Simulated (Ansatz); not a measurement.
## Ca3AsF3: complex band structure

Wanted: the relaxed cell of Ca3AsF3, its band edges and its decay constants. It is built by putting F for Cl in the Ca3AsCl3 structure of space group Pm-3m, with the volume rescaled by atomic radii. The parent structure comes from the Materials Project.

Calculated with Ansatz 0.2.0; LDA DFT, plane waves, PAW files, in the first sound run; inputs show where later runs differ.

This is a report of a sequence of runs, with most program output left out.

The structure was built from a prototype and need not be the compound's stable phase.

### 1. Starting point

The structure is cubic, space group Pm-3m (No. 221). Conventional cell: a = 5.374 Å, b = 5.374 Å, c = 5.374 Å, α = 90.00°, β = 90.00°, γ = 90.00°. Ca has 2 As at 2.69 Å and 4 F at 2.69 Å nearest. As has 6 Ca at 2.69 Å nearest. Nearest to F lie 4 Ca at 2.69 Å. It derives from Ca3AsCl3. F for Cl in the Ca3AsCl3 structure of space group Pm-3m. Farther neighbours and most contacts between anions are not listed.

### 2. Relaxing the new crystal

The substituted atoms don't fit the parent's cell, so cell and atoms relax together. A small smearing keeps the run stable in case the gap closes on the way.

input.yaml

```yaml
crystal:
  lattice:
    - [5.3736790794, 0.0, 0.0]
    - [0.0, 5.3736790794, 0.0]
    - [0.0, 0.0, 5.3736790794]
  atoms:
    - { symbol: Ca, position: [0.5, 0.0, 0.0] }
    - { symbol: Ca, position: [0.0, 0.5, 0.0] }
    - { symbol: Ca, position: [0.0, 0.0, 0.5] }
    - { symbol: As, position: [0.0, 0.0, 0.0] }
    - { symbol: F, position: [0.5, 0.0, 0.5] }
    - { symbol: F, position: [0.5, 0.5, 0.0] }
    - { symbol: F, position: [0.0, 0.5, 0.5] }
kpoints:
  mp_grid: { grid: [4, 4, 4] }
scf:
  occupations: { method: gaussian, width: 0.03 }
hamiltonian:
  xc: lda
output:
  forces: true
  stress: true
relax:
  f_tol: 0.02
  max_steps: 60
  cell: {}
```

Command:

```sh
ansatz run input.yaml --threads 2 --pin off --max-ram 4096MiB --backend cpu --events-out ev --progress --plain --runs-dir out
```

Elapsed: 10 s, on 2 threads of Arm Neoverse V2, shared host; peak memory 0.41 GiB; 20 s of CPU time.

Step by step:

```
step  energy less that of the first step (eV)  largest force component (eV/Å)  pressure (GPa)  volume (Å³)
   1                                   0.0000                          0.0000           -3.59       155.17
   2                                  -0.1190                          0.0000            2.79       137.13
   3                                  -0.1574                          0.0000           -0.25       144.47
   4                                  -0.1593                          0.0000           -0.02       143.84
  5*                                  -0.1431                          0.0000           -0.24       143.84
   6                                  -0.1450                          0.0000           -0.01       143.23
  7*                                  -0.1432                          0.0000           -0.02       143.23
```

Relaxation steps marked * repeat the geometry before them on a plane-wave basis chosen anew for their cell, so energy and pressure can jump there.

Forces are held to the 48 operations that the run works with; a distortion that breaks them can't arise in this run.

| conventional cell, symmetrised | before | after | change |
| --- | --- | --- | --- |
| a (Å) | 5.374 | 5.232 | -2.6 % |
| b (Å) | 5.374 | 5.232 | -2.6 % |
| c (Å) | 5.374 | 5.232 | -2.6 % |
| volume (Å³/atom) | 22.17 | 20.46 | -7.7 % |

Numbers from this step:

```yaml
free_energy: -12482.4608 eV
fermi_energy: 6.398 eV
pressure: -0.01756 GPa
```

The largest force component on a free atom ends at 1.0e-29 eV/Å.

### 3. Band edges

The energy window and the wavevectors of the next steps follow from the band edges, so these are searched first, off the mesh as well.

input.yaml

```yaml
crystal:
  lattice:
    - [5.2321382056, 0.0, 0.0]
    - [0.0, 5.2321382056, 0.0]
    - [0.0, 0.0, 5.2321382056]
  atoms:
    - { symbol: Ca, position: [0.5, 0.0, 0.0] }
    - { symbol: Ca, position: [0.0, 0.5, 0.0] }
    - { symbol: Ca, position: [0.0, 0.0, 0.5] }
    - { symbol: As, position: [0.0, 0.0, 0.0] }
    - { symbol: F, position: [0.5, 0.0, 0.5] }
    - { symbol: F, position: [0.5, 0.5, 0.0] }
    - { symbol: F, position: [0.0, 0.5, 0.5] }
kpoints:
  mp_grid: { grid: [4, 4, 4] }
  band_path: { path: [VBM, CBM], npoints: 30 }
scf:
  occupations: { method: fixed }
hamiltonian:
  xc: lda
output:
  eigenvalues: true
  write_potential: true
  write_density: true
  volumetric_format: npy
  elf: true
```

Run time: 7.7 s. Hardware: 2 threads; peak memory 0.38 GiB; 15 s of CPU time.

This step gave:

| Quantity | Value |
| --- | --- |
| Fermi energy | 5.420 eV |
| gap on the k-mesh | 1.954 eV |
| gap on path | 1.954 eV, by band count; negative where bands overlap |
| direct gap on path | 1.954 eV |
| edge places on path | 0, 0 1/A along the path |

Levels at VBM (eV): -4.53, -4.53, -4.53, -4.27, -4.27, -4.27, -3.79, -3.79, -3.79, 0.00, 0.00, 0.00, 1.95, 2.00, 2.00, 2.00, 4.22, 4.22, 4.86.

Electrostatic potential energy in the ac plane at fractional y = 0.000, with atoms of Ca and As and F within 0.2 Å of it. With pseudopotentials it is smooth inside the atoms' cores, unlike the true potential.

Values in eV, 14 rows by 14 columns, each cell a mean:
```
  9  -1  -7   3  -2 -24 -51 -57 -40 -11   2  -1  -9   7
 -7  -9   0   5   3  -8 -23 -28 -16  -2   5   4  -5  -9
 -2   2   6   7   6   3  -2  -3   0   4   7   7   4  -1
  2   3   6   7   8   7   6   6   7   7   8   7   5   2
-14  -7   2   6   8   9   6   5   8   9   7   4  -2 -11
-46 -29  -7   4   8   3 -19 -25  -8   8   7   0 -16 -40
-59 -45 -13   3   7  -8 -36 -41 -25   5   6  -3 -28 -57
-56 -39 -11   3   8  -3 -31 -36 -19   6   6  -2 -23 -51
-29 -16  -2   5   8   8  -3  -8   3   9   7   3  -8 -24
 -3   0   4   7   8   8   8   7   8   8   8   6   3  -2
  2   4   6   7   7   5   3   3   4   6   7   7   5   3
 -8  -4   4   6   4  -2 -11 -13  -7   2   6   6   0  -7
  3  -7  -4   4   0 -16 -39 -45 -29  -7   3   2  -9  -1
  9   3  -8   2  -3 -29 -56 -59 -46 -14   2  -2  -7   9
```
Columns run along a (5.2 Å; values clipped at the 3rd and 97th percentile), rows up along c (5.2 Å). Atoms in or near the plane, at fractional coordinates: Ca at (0.50, 0.00), Ca at (0.00, 0.50), As at (0.00, 0.00), F at (0.50, 0.50).

Valence density in the ac plane at fractional y = 0.000, with atoms of Ca and As and F within 0.2 Å of it. It is the smooth field of the valence electrons, not physical close to the nuclei.

Values in e/Å³, 14 rows by 14 columns, each cell a mean:
```
17  5  1  0  0  2  5  5  3  1  0  0  2 11
 3  1  0  0  0  1  2  2  1  0  0  0  1  2
 1  0  0  0  0  0  0  0  0  0  0  0  0  0
 0  0  0  0  0  0  0  0  0  0  0  0  0  0
 1  1  0  0  0  0  1  1  0  0  0  0  0  1
 4  2  1  0  0  1  3  4  2  0  0  0  1  3
 6  4  1  0  0  2  8 11  4  1  0  0  2  5
 6  3  1  0  0  1  6  8  3  1  0  0  2  5
 2  1  0  0  0  0  1  2  1  0  0  0  1  2
 0  0  0  0  0  0  0  0  0  0  0  0  0  0
 0  0  0  0  0  0  0  0  0  0  0  0  0  0
 1  1  0  0  0  0  1  1  1  0  0  0  0  1
 8  3  1  0  0  1  3  4  2  1  0  0  1  5
27  8  1  0  0  2  6  6  4  1  0  1  3 17
```
Columns run along a (5.2 Å), rows up along c (5.2 Å). Atoms in or near the plane, at fractional coordinates: Ca at (0.50, 0.00), Ca at (0.00, 0.50), As at (0.00, 0.00), F at (0.50, 0.50).

ELF in the ac plane at fractional y = 0.000, with atoms of Ca and As and F within 0.2 Å of it. It is the smooth field of the valence electrons, not physical close to the nuclei.

Values, 14 rows by 14 columns, each cell a mean:
```
0.20 0.45 0.68 0.49 0.25 0.73 0.84 0.83 0.83 0.50 0.26 0.66 0.61 0.28
0.57 0.67 0.74 0.54 0.16 0.47 0.79 0.83 0.69 0.25 0.28 0.70 0.71 0.61
0.65 0.68 0.71 0.50 0.11 0.09 0.25 0.30 0.17 0.06 0.27 0.66 0.70 0.66
0.26 0.27 0.29 0.20 0.07 0.07 0.13 0.14 0.10 0.06 0.12 0.27 0.28 0.26
0.55 0.39 0.13 0.04 0.12 0.40 0.61 0.65 0.54 0.25 0.06 0.06 0.25 0.50
0.84 0.80 0.45 0.06 0.29 0.69 0.78 0.77 0.77 0.54 0.10 0.17 0.69 0.83
0.79 0.86 0.65 0.10 0.39 0.77 0.68 0.57 0.77 0.65 0.14 0.30 0.83 0.83
0.82 0.85 0.58 0.08 0.35 0.75 0.74 0.68 0.78 0.61 0.13 0.25 0.79 0.84
0.76 0.64 0.26 0.04 0.20 0.57 0.75 0.77 0.69 0.40 0.07 0.09 0.47 0.73
0.29 0.20 0.13 0.09 0.07 0.20 0.35 0.39 0.29 0.12 0.07 0.11 0.16 0.25
0.48 0.51 0.55 0.38 0.09 0.04 0.08 0.10 0.06 0.04 0.20 0.50 0.54 0.49
0.67 0.71 0.75 0.55 0.13 0.26 0.58 0.65 0.45 0.13 0.29 0.71 0.74 0.68
0.36 0.57 0.71 0.51 0.20 0.64 0.85 0.86 0.80 0.39 0.27 0.68 0.67 0.45
0.18 0.36 0.67 0.48 0.29 0.76 0.82 0.79 0.84 0.55 0.26 0.65 0.57 0.20
```
Columns run along a (5.2 Å), rows up along c (5.2 Å). Atoms in or near the plane, at fractional coordinates: Ca at (0.50, 0.00), Ca at (0.00, 0.50), As at (0.00, 0.00), F at (0.50, 0.50).

The searched edges give 1.95 eV, as on the mesh.

### 4. Complex bands

This step: LDA DFT, plane waves, PAW files; complex bands by layer matching along the plane's normal (Ansatz 0.2.0).

The same crystal is laid in a cell whose first two vectors span the (001) plane (indices of the standard conventional cell, whose axes can be ordered otherwise than in the bulk input). At fixed energy and wavevector in the plane the solver finds all kz, real and complex. A few wavevectors are listed, (0, 0) and (0.5, 0) in units of the plane's reciprocal vectors; the slowest state needn't be among them.

input.yaml

```yaml
crystal:
  lattice:
    - [5.232138206, 0.0, 0.0]
    - [0.0, 5.232138206, 0.0]
    - [0.0, 0.0, 5.232138206]
  atoms:
    - { symbol: Ca, position: [0.5, 0.0, 0.0] }
    - { symbol: Ca, position: [0.0, 0.5, 0.0] }
    - { symbol: Ca, position: [0.0, 0.0, 0.5] }
    - { symbol: As, position: [0.0, 0.0, 0.0] }
    - { symbol: F, position: [0.5, 0.0, 0.5] }
    - { symbol: F, position: [0.5, 0.5, 0.0] }
    - { symbol: F, position: [0.0, 0.5, 0.5] }
kpoints:
  mp_grid: { grid: [6, 6, 6] }
scf:
  occupations: { method: fixed }
hamiltonian:
  xc: lda
output:
  eigenvalues: true
  transmission:
    leads: [[0, 0]]
    kpoints: [[0.0, 0.0], [0.5, 0.0]]
    e_range: [-1.0, 2.95]
    de: 0.1
```

Wall time 36 s (2 threads); peak memory 0.65 GiB.

This step gave:

| Item | Value |
| --- | --- |
| free energy | -12482.4646 eV |
| Fermi energy | 5.419 eV |
| gap on the k-mesh | 1.956 eV |
| level to which the leads are filled | 0.9778 eV from the Fermi level |
| decay constant at the filling level, zone centre | 0.1806 Å⁻¹ |
| decay constant at the filling level, slowest listed point | 0.1806 Å⁻¹ |

K parallel (0, 0); values up to 1.5 1/Å, a degenerate pair printed once or twice; energies at which all values exceed this have no row. Im kz of the slowest decaying states against energy, zero at the highest filled level on the SCF mesh:

```
energy (eV)  decay 1 (Å⁻¹)  decay 2 (Å⁻¹)  decay 3 (Å⁻¹)  decay 4 (Å⁻¹)
      -1.00          0.424          0.547          0.587          0.917
      -0.80          0.336          0.544          0.588          0.911
      -0.70          0.278          0.541          0.589          0.908
      -0.50         0.0469          0.536          0.589          0.900
      -0.40          0.532          0.588          0.896          0.924
      -0.20          0.525          0.587          0.887          0.923
      -0.10          0.520          0.586          0.882          0.922
       0.00        0.00253        0.00435          0.515          0.585
       0.10         0.0715          0.135          0.509          0.583
       0.20         0.0990          0.180          0.503          0.582
       0.40          0.134          0.227          0.490          0.578
       0.60          0.157          0.250          0.474          0.573
       0.70          0.165          0.255          0.465          0.571
       0.90          0.177          0.258          0.445          0.565
       1.00          0.181          0.256          0.435          0.562
       1.20          0.183          0.244          0.411          0.554
       1.30          0.182          0.235          0.398          0.551
       1.50          0.172          0.210          0.372          0.537
       1.70          0.146          0.170          0.345          0.435
       1.80          0.120          0.142          0.332          0.365
       2.00        0.00725         0.0210          0.311          0.516
       2.10          0.302          0.510          0.730          0.834
       2.30          0.207          0.288          0.497          0.713
       2.40          0.281          0.282          0.489          0.705
       2.60          0.271          0.355          0.473          0.687
       2.70          0.266          0.375          0.465          0.678
       2.90          0.256          0.398          0.446          0.660
```

K parallel (0, 0). The Re kz of states that move upwards by energy, zero at the highest filled level on the SCF mesh:

```
energy (eV)  channel 1 (Å⁻¹)  channel 2 (Å⁻¹)  channel 3 (Å⁻¹)  channel 4 (Å⁻¹)
      -1.00           -0.286                -                -                -
      -0.80           -0.244                -                -                -
      -0.70           -0.223                -                -                -
      -0.50           -0.181                -                -                -
      -0.40           -0.403           -0.403           -0.158                -
      -0.20           -0.233           -0.233           -0.108                -
      -0.10           -0.153           -0.153          -0.0745                -
       0.00                -                -                -                -
       0.10                -                -                -                -
       0.20                -                -                -                -
       0.40                -                -                -                -
       0.60                -                -                -                -
       0.70                -                -                -                -
       0.90                -                -                -                -
       1.00                -                -                -                -
       1.20                -                -                -                -
       1.30                -                -                -                -
       1.50                -                -                -                -
       1.70                -                -                -                -
       1.80                -                -                -                -
       2.00           0.0710                -                -                -
       2.10            0.107            0.107            0.133            0.301
       2.30            0.193            0.193            0.220                -
       2.40            0.228            0.228            0.257                -
       2.60            0.292            0.292            0.325                -
       2.70            0.323            0.323            0.356                -
       2.90            0.387            0.387            0.416                -
```

K parallel (0.5, 0); values up to 1.5 1/Å, a degenerate pair printed once or twice; energies at which all values exceed this have no row. The Im kz of the slowest decaying states by energy, zero at the highest filled level on the SCF mesh:

| energy (eV) | decay 1 (Å⁻¹) | decay 2 (Å⁻¹) | decay 3 (Å⁻¹) | decay 4 (Å⁻¹) |
| --- | --- | --- | --- | --- |
| -1.00 | 0.207 | 0.532 | 0.601 | 0.907 |
| -0.80 | 0.543 | 0.601 | 0.909 | 0.939 |
| -0.60 | 0.550 | 0.600 | 0.910 | 0.936 |
| -0.40 | 0.0868 | 0.154 | 0.554 | 0.599 |
| -0.20 | 0.148 | 0.244 | 0.556 | 0.597 |
| 0.00 | 0.185 | 0.288 | 0.555 | 0.594 |
| 0.20 | 0.212 | 0.311 | 0.552 | 0.590 |
| 0.40 | 0.233 | 0.323 | 0.548 | 0.585 |
| 0.60 | 0.250 | 0.327 | 0.542 | 0.580 |
| 0.80 | 0.263 | 0.323 | 0.534 | 0.574 |
| 1.00 | 0.273 | 0.314 | 0.524 | 0.566 |
| 1.10 | 0.277 | 0.308 | 0.519 | 0.563 |
| 1.30 | 0.284 | 0.290 | 0.507 | 0.554 |
| 1.50 | 0.266 | 0.289 | 0.492 | 0.545 |
| 1.70 | 0.233 | 0.291 | 0.476 | 0.535 |
| 1.90 | 0.188 | 0.292 | 0.457 | 0.523 |
| 2.10 | 0.116 | 0.290 | 0.435 | 0.511 |
| 2.30 | 0.286 | 0.409 | 0.498 | 0.764 |
| 2.50 | 0.278 | 0.378 | 0.483 | 0.680 |
| 2.70 | 0.266 | 0.340 | 0.468 | 0.590 |
| 2.90 | 0.248 | 0.291 | 0.452 | 0.484 |

At the listed wavevectors the last open channel is at -0.10 eV and the next at +2.00 eV on the grid. At +1.00 eV, the grid energy nearest the filling level (the middle of the gap on the SCF mesh), the slowest state at the listed wavevectors decays with κ = 0.181 Å⁻¹, its amplitude falling by e over 5.5 Å. Through 1 nm of this crystal that state's transmission falls by exp(−2 × 0.181 Å⁻¹ × 10 Å) = 0.027.

### 5. Decay over the two-dimensional zone

The listed points could miss the slowest state, so one energy near mid-gap is solved on a mesh of 8×8.

Edit input.yaml of step 4 so:

```diff
@@ -21,6 +21,2 @@
   eigenvalues: true
-  transmission:
-    leads: [[0, 0]]
-    kpoints: [[0.0, 0.0], [0.5, 0.0]]
-    e_range: [-1.0, 2.95]
-    de: 0.1
+  transmission: { leads: [[0, 0]], kmesh: [8, 8], e_range: [0.98, 0.99], de: 0.05 }
```

Elapsed: 29 s, on 2 threads; peak memory 0.78 GiB; 56 s of CPU time.

Numbers from this step:

```yaml
least_decay_constant_on_the_mesh: 0.1799 Å⁻¹
```

Slowest decay constant (1/Å; 0 where a channel is open) over k1 and k2. At 0.9800 eV from the Fermi level.

Ten even steps from '0' (0.180) to '9' (0.360):
```
99864689
88753578
76531356
54310134
76531356
88753578
99864689
99875789
```
Columns: k1 (b1) from -0.5 to 0.375; rows upwards: k2 (b2) from -0.5 to 0.375.

The least value on the mesh is 0.180 Å⁻¹ at +0.98 eV. At that energy the listed points give about 0.180 Å⁻¹ by interpolation, so the mesh holds no clearly slower state.

### 6. Band edges at another level, cutoff 500 eV

This step: r2SCAN DFT, plane waves, PAW files (Ansatz 0.2.0).

The edges again with r2SCAN, at the same atoms. Against that run the cutoff is 500 eV against 420.

input.yaml

```yaml
crystal:
  lattice:
    - [5.2321382056, 0.0, 0.0]
    - [0.0, 5.2321382056, 0.0]
    - [0.0, 0.0, 5.2321382056]
  atoms:
    - { symbol: Ca, position: [0.5, 0.0, 0.0] }
    - { symbol: Ca, position: [0.0, 0.5, 0.0] }
    - { symbol: Ca, position: [0.0, 0.0, 0.5] }
    - { symbol: As, position: [0.0, 0.0, 0.0] }
    - { symbol: F, position: [0.5, 0.0, 0.5] }
    - { symbol: F, position: [0.5, 0.5, 0.0] }
    - { symbol: F, position: [0.0, 0.5, 0.5] }
kpoints:
  mp_grid: { grid: [4, 4, 4] }
  band_path: { path: [VBM, CBM], npoints: 30 }
scf:
  occupations: { method: fixed }
hamiltonian:
  xc: r2scan
output:
  eigenvalues: true
```

It took 15 s on 2 threads; peak memory 0.62 GiB.

Numbers from this step:

```
free energy        : -12769.6498 eV
Fermi energy       : 5.500 eV
gap on the k-mesh  : 2.560 eV
gap on path        : 2.560 eV, by band count; negative where bands overlap
direct gap on path : 2.560 eV
```

Levels at VBM (eV): -4.68, -4.68, -4.68, -4.44, -4.44, -4.44, -4.01, -4.01, -4.01, 0.00, 0.00, 0.00, 2.56, 2.56, 2.56, 2.74, 4.96, 4.96, 5.56.

The searched edges give 2.56 eV, as on the mesh.

For the gap on the k-mesh, step 3 gave 1.95 eV; this run, with r2SCAN and cutoff 500 eV, gives 2.56 eV.

[end of part 1 of 2]

[Logs are printed without paths, hosts, clocks, repeated set-up lines and the standing remarks that a program may print on its own settings, such as how far it seeks lower states.]

[Hosts, paths, dates, database ids (printed as entryN), source tags and the programs' standing remarks are cut or masked in the printed files.]
